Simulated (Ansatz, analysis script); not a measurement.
# Fixed-spin-moment curve of Mo

Aim: the energy of Mo as its total moment is fixed at a series of values, and its answer to a field.

Method: PBE, PAW set soft_1, in Ansatz 0.2.0.

Most raw output is cut from this account.

## 1. The structure

Symmetry: Im-3m, No. 229, cubic system. The conventional cell has a = 3.147 Å, b = 3.147 Å, c = 3.147 Å, α = 90.00°, β = 90.00°, γ = 90.00°. Mo has 8 Mo at 2.73 Å nearest.

## 2. Starting state

A collinear run comes first: it shows whether moments survive, and how large they are.

The input, input.yaml:

```yaml
crystal:
  lattice:
    - [-1.573415, 1.573415, 1.573415]
    - [1.573415, -1.573415, 1.573415]
    - [1.573415, 1.573415, -1.573415]
  atoms:
    - { symbol: Mo, position: [0.0, 0.0, 0.0], spin: 1.0 }
magnetization:
  spin_polarized: true
kpoints:
  mp_grid: { grid: [15, 15, 15] }
hamiltonian:
  xc: pbe
  pseudopotentials: { kind: paw, azcp: { folder: soft_1 } }
scf:
  occupations: { method: fermi_dirac, width: 0.05 }
  max_iter: 120
  convergence: { dr2_threshold: 1.0e-08 }
  lower_state_search: "off"
```

Launch:

```console
ansatz run input.yaml --threads 2 --pin off --max-ram 5120MiB --backend cpu --events-out ev --progress --plain --runs-dir out
```

The job ended after 2.8 s (2 threads of Arm Neoverse V1, shared host; peak memory 0.25 GiB).

The spin moment in the atom's sphere vanishes on all atoms.

The run ends non-magnetic, with a net moment of 0 μB a cell. The run left the order that was typed.

## 3. Mesh refined

Levels at the Fermi energy are partly filled, so moments and energy differences can hang on the k-mesh, and the state is solved again on a denser one.

input.yaml: that of step 2 with these lines changed.

```diff
@@ -10,3 +10,3 @@
 kpoints:
-  mp_grid: { grid: [15, 15, 15] }
+  mp_grid: { grid: [17, 17, 17] }
 hamiltonian:
@@ -19 +19,3 @@
   lower_state_search: "off"
+basis:
+  ecutwfc: 420.0
```

Run time: 3 s. Hardware: 2 threads; peak memory 0.27 GiB.

The spin moment in the atom's sphere vanishes on all atoms.

The run ends non-magnetic, with a net moment of 0 μB a cell, against 0 μB on the first mesh.

## 4. The non-magnetic reference

The state without spin is the zero of E(M).

input.yaml, the sections that differ from step 3:

```yaml
crystal:
  lattice:
    - [-1.573415, 1.573415, 1.573415]
    - [1.573415, -1.573415, 1.573415]
    - [1.573415, 1.573415, -1.573415]
  atoms:
    - { symbol: Mo, position: [0.0, 0.0, 0.0] }
scf:
  occupations: { method: fermi_dirac, width: 0.05 }
  max_iter: 120
  convergence: { dr2_threshold: 1.0e-08 }
# kpoints, hamiltonian, basis: as in step 3
# magnetization: removed
```

Launch:

```console
ansatz run input.yaml --threads 1 --pin off --max-ram 2560MiB --backend cpu --events-out ev --progress --plain --runs-dir out
```

Run time: 2.1 s. Hardware: 1 thread; peak memory 0.26 GiB.

## 5. Without spin, levels printed

input.yaml: that of step 4 with these lines changed.

```diff
@@ -18 +18,3 @@
   ecutwfc: 420.0
+output:
+  eigenvalues: true
```

It took 1.6 s on 1 thread; peak memory 0.26 GiB.

## 6. Total moment fixed at 0.1 μB

Two Fermi levels, one a spin, hold the total moment exactly, which reaches states that a free run would leave.

input.yaml, the sections that differ from step 5:

```yaml
crystal:
  lattice:
    - [-1.573415, 1.573415, 1.573415]
    - [1.573415, -1.573415, 1.573415]
    - [1.573415, 1.573415, -1.573415]
  atoms:
    - { symbol: Mo, position: [0.0, 0.0, 0.0], spin: 0.1 }
magnetization:
  spin_polarized: true
  initial_magnetization: 0.1
  spin_locking: { lock_magnetization: hard }
scf:
  occupations: { method: fermi_dirac, width: 0.05 }
  max_iter: 120
  convergence: { dr2_threshold: 1.0e-08 }
  lower_state_search: "off"
# kpoints, hamiltonian, basis: as in step 5
# output: removed
```

Run time: 4.1 s. Hardware: 1 thread; peak memory 0.26 GiB.

The energy is 8.56 meV from the state without spin, and the largest site carries 0.0715 μB.

## 7. Total moment fixed at 0.2 μB

input.yaml: that of step 6 with these lines changed.

```diff
@@ -6,6 +6,6 @@
   atoms:
-    - { symbol: Mo, position: [0.0, 0.0, 0.0], spin: 0.1 }
+    - { symbol: Mo, position: [0.0, 0.0, 0.0], spin: 0.2 }
 magnetization:
   spin_polarized: true
-  initial_magnetization: 0.1
+  initial_magnetization: 0.2
   spin_locking: { lock_magnetization: hard }
```

It took 3.6 s on 1 thread; peak memory 0.26 GiB.

The energy is 29.2 meV from the state without spin, and the largest site carries 0.147 μB.

## 8. Total moment fixed at 0.5 μB

input.yaml: that of step 7 with these lines changed.

```diff
@@ -6,6 +6,6 @@
   atoms:
-    - { symbol: Mo, position: [0.0, 0.0, 0.0], spin: 0.2 }
+    - { symbol: Mo, position: [0.0, 0.0, 0.0], spin: 0.5 }
 magnetization:
   spin_polarized: true
-  initial_magnetization: 0.2
+  initial_magnetization: 0.5
   spin_locking: { lock_magnetization: hard }
```

The job ended after 3.7 s (1 thread; peak memory 0.26 GiB).

The energy is 160 meV from the state without spin, and the largest site carries 0.374 μB.

## 9. Total moment fixed at 0.9 μB

input.yaml: that of step 8 with these lines changed.

```diff
@@ -6,6 +6,6 @@
   atoms:
-    - { symbol: Mo, position: [0.0, 0.0, 0.0], spin: 0.5 }
+    - { symbol: Mo, position: [0.0, 0.0, 0.0], spin: 0.9 }
 magnetization:
   spin_polarized: true
-  initial_magnetization: 0.5
+  initial_magnetization: 0.9
   spin_locking: { lock_magnetization: hard }
```

Run time: 3.6 s. Hardware: 1 thread; peak memory 0.26 GiB.

The energy is 470 meV from the state without spin, and the largest site carries 0.663 μB.

5 more runs differ from these in the same keys alone and are tabled below.

## 10. No field, tight threshold

A field gives a second route to the same curve. A thousand tesla shift each spin by 58 meV, and the threshold is tightened so that small induced moments are resolved.

input.yaml, the sections that differ from step 9:

```yaml
crystal:
  lattice:
    - [-1.573415, 1.573415, 1.573415]
    - [1.573415, -1.573415, 1.573415]
    - [1.573415, 1.573415, -1.573415]
  atoms:
    - { symbol: Mo, position: [0.0, 0.0, 0.0], spin: 0.3 }
magnetization:
  spin_polarized: true
scf:
  occupations: { method: fermi_dirac, width: 0.05 }
  max_iter: 120
  convergence: { dr2_threshold: 1.0e-10 }
  lower_state_search: "off"
# kpoints, hamiltonian, basis: as in step 9
```

Elapsed: 4.8 s, on 1 thread; peak memory 0.26 GiB.

The net moment is 0 μB a cell.

## 11. Field of 1500 T

input.yaml: that of step 10 with these lines changed.

```diff
@@ -9,2 +9,3 @@
   spin_polarized: true
+  magnetic_field: 1500.0
 kpoints:
```

It took 5.1 s on 1 thread; peak memory 0.26 GiB.

The net moment is 0.048 μB a cell.

The other 2 runs of this kind were made alike; their results stand in the table below.

## 12. Analysis

Energy less the state without spin against total moment:

```tsv
total moment (μB/cell)	energy less the state without spin (meV/cell)
0.000	0
0.100	8.56
0.200	29.2
0.300	60.5
0.400	106
0.500	160
0.600	225
0.700	299
0.800	381
0.900	470
```

The field that holds a moment is half the difference of the two Fermi levels over μB.

Table of field that holds the moment by total moment:

```tsv
total moment (μB/cell)	field that holds the moment (T)
0.100	2698
0.200	4414
0.300	6583
0.400	8698
0.500	10309
0.600	11953
0.700	13496
0.800	14813
0.900	16076
```

Table of total moment by field:

```tsv
field (T)	total moment (μB/cell)
0	-8.0e-7
300	0.00911
600	0.0183
1500	0.0482
```

Three Landau terms miss the curve as a whole or at its small-moment end, and no Stoner analysis is made here.

## 13. What came out

```
state of the free run                              : non-magnetic
net moment of the free run                         : 0 μB
energy of the free run from the state without spin : 0 meV a cell
lowest of the fixed moments tried                  : M = 0 μB, 0 meV
dM/dB between 0 and 300 T                          : 0.0304 μB a cell per 1000 T
```

In words: From parallel starts in this cell no moment survives, so no ferromagnetic state is found at this level (opposed orders were not tried), and it is far: a cell moment of 0.5 μB costs 160 meV. E(M) is lowest at M = 0 and costs 470 meV at 0.9 μB. The two routes can be compared: 1500 T induce 0.0482 μB, and the fixed-moment runs need about 1423 T for that moment, by interpolation. The field acts on spins alone. The 13 fixed-moment and field runs took 55 s of wall time, added up. Energies are free energies at a smearing of 0.05 eV, and with partly filled levels differences shift, at times strongly, as the smearing goes to zero. In doubt: the program's search for lower states was switched off, so a lower magnetic state than those reached may exist.

[Logs and program files are shortened in this print: banners, set-up blocks, solver, clock and traceback lines can be left out without a mark of their own.]

[Logs are printed without paths, hosts, clocks, repeated set-up lines and the standing remarks that a program may print on its own settings, such as how far it seeks lower states.]

[Hosts, paths, dates, database ids (printed as entryN), source tags and the programs' standing remarks are cut or masked in the printed files.]
